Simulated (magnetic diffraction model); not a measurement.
# Solving a magnetic structure from powder neutron data: Er6VTe2

Space group P-62m (no. 189), a = 8.2260 Å, c = 4.1540 Å.

```
site  atom       x       y    z
  3f    Er  0.2383  0.2383    0
  3g    Er  0.6141  0.6141  1/2
  2c    Te     2/3     1/3    0
  1b     V       0       0  1/2
```

This is a made-up structure (elements placed in a structure type, unrelaxed), so the numbers test the method and describe no known phase.

Only Er is taken to order (form factors of Er3+); orders and moment sizes are assumed, and not adapted to the symmetry. Radiation: neutrons of λ = 1.909 Å, 3° to 50°; isotropic B of 0.17 Å² (Er), 0.17 Å² (Te) and 0.31 Å² (V). The intensities are simulated: I ∝ L Σ (|F_N|² + |F_M⊥|²) for unpolarised neutrons, with F_M = 2.695 fm/μB × Σ f(s) S exp(2πi Q·r) exp(−B s²) at Q = H ± k (one set where k and −k are equivalent), only the part normal to Q counting and L = 1/(sin²θ cos θ). For collinear order S is the moment m, which repeats by lattice and centring translations R with the sign exp(−2πi k·R). Form factors are spin-only for 3d ions and dipole or tabulated for f ions, scattering lengths are Sears's of 1992, and absorption is left out. A label names one of the reflections at its angle. The strongest nuclear line in the range is 100, and lines under 0.2 are left out.

Above the ordering temperature:

```csv
2θ (°),index,I
15.40,(1 0 0),0.3
26.57,(0 0 1),3.6
26.84,(1 1 0),3.6
30.85,(1 0 1),6.3
31.09,(2 0 0),0.8
38.12,(1 1 1),100.0
41.34,(2 0 1),34.9
41.52,(2 1 0),58.9
47.40,(3 0 0),26.5
49.98,(2 1 1),23.0
```

Below it (cell unchanged):

```tsv
2θ (°)	I
15.40	151.0
26.57	3.6
26.84	17.3
30.85	131.1
31.09	51.1
38.12	144.0
41.34	59.7
41.52	78.7
47.40	42.6
49.98	88.1
```

**Question.** Find the propagation vector, then choose among these models:
A. collinear moments along [120], 5 μB on Er; signs + at (0.2383, 0.2383, 0), − at (0, 0.7617, 0), + at (0.7617, 0, 0), − at (0.6141, 0.6141, 1/2), + at (0, 0.3859, 1/2), + at (0.3859, 0, 1/2)
B. collinear moments along [100], 5 μB on Er; signs + at (0.2383, 0.2383, 0), − at (0, 0.7617, 0), + at (0.7617, 0, 0), − at (0.6141, 0.6141, 1/2), + at (0, 0.3859, 1/2), + at (0.3859, 0, 1/2)
C. collinear moments along [120], 5 μB on Er; signs + at (0.2383, 0.2383, 0), − at (0, 0.7617, 0), + at (0.7617, 0, 0), + at (0.6141, 0.6141, 1/2), − at (0, 0.3859, 1/2), + at (0.3859, 0, 1/2)
D. collinear moments along [100], 5 μB on Er; signs + at (0.2383, 0.2383, 0), − at (0, 0.7617, 0), + at (0.7617, 0, 0), + at (0.6141, 0.6141, 1/2), − at (0, 0.3859, 1/2), + at (0.3859, 0, 1/2)

No line moves, and magnetic intensity falls on nuclear lines such as the one at 15.40°, so the magnetic cell equals the chemical primitive cell: k = 0.

Magnetic intensity, observed (below minus above) and for each model:

| 2θ (°) | index | observed | A | B | C | D |
| --- | --- | --- | --- | --- | --- | --- |
| 15.40 | (1 0 0) | 150.7 | 76.5 | 216.2 | 150.7 | 107.2 |
| 30.85 | (1 0 1) | 124.7 | 121.4 | 105.9 | 124.7 | 130.9 |
| 31.09 | (2 0 0) | 50.2 | 17.5 | 25.9 | 50.2 | 43.5 |
| 38.12 | (1 1 1) | 44.0 | 33.5 | 40.4 | 44.0 | 55.1 |
| 41.34 | (2 0 1) | 24.9 | 67.6 | 56.4 | 24.9 | 22.9 |
| 41.52 | (2 1 0) | 19.7 | 49.5 | 18.1 | 19.7 | 16.3 |
| 47.40 | (3 0 0) | 16.2 | 6.8 | 6.9 | 16.2 | 24.9 |
| 49.98 | (2 1 1) | 65.0 | 25.3 | 35.8 | 65.0 | 49.8 |

Model C matches.

The structure used: k = (0 0 0), collinear moments along [120], 5 μB on Er; signs + at (0.2383, 0.2383, 0), − at (0, 0.7617, 0), + at (0.7617, 0, 0), + at (0.6141, 0.6141, 1/2), − at (0, 0.3859, 1/2), + at (0.3859, 0, 1/2).

[Logs are printed without paths, hosts, clocks, repeated set-up lines and the standing remarks that a program may print on its own settings, such as how far it seeks lower states.]
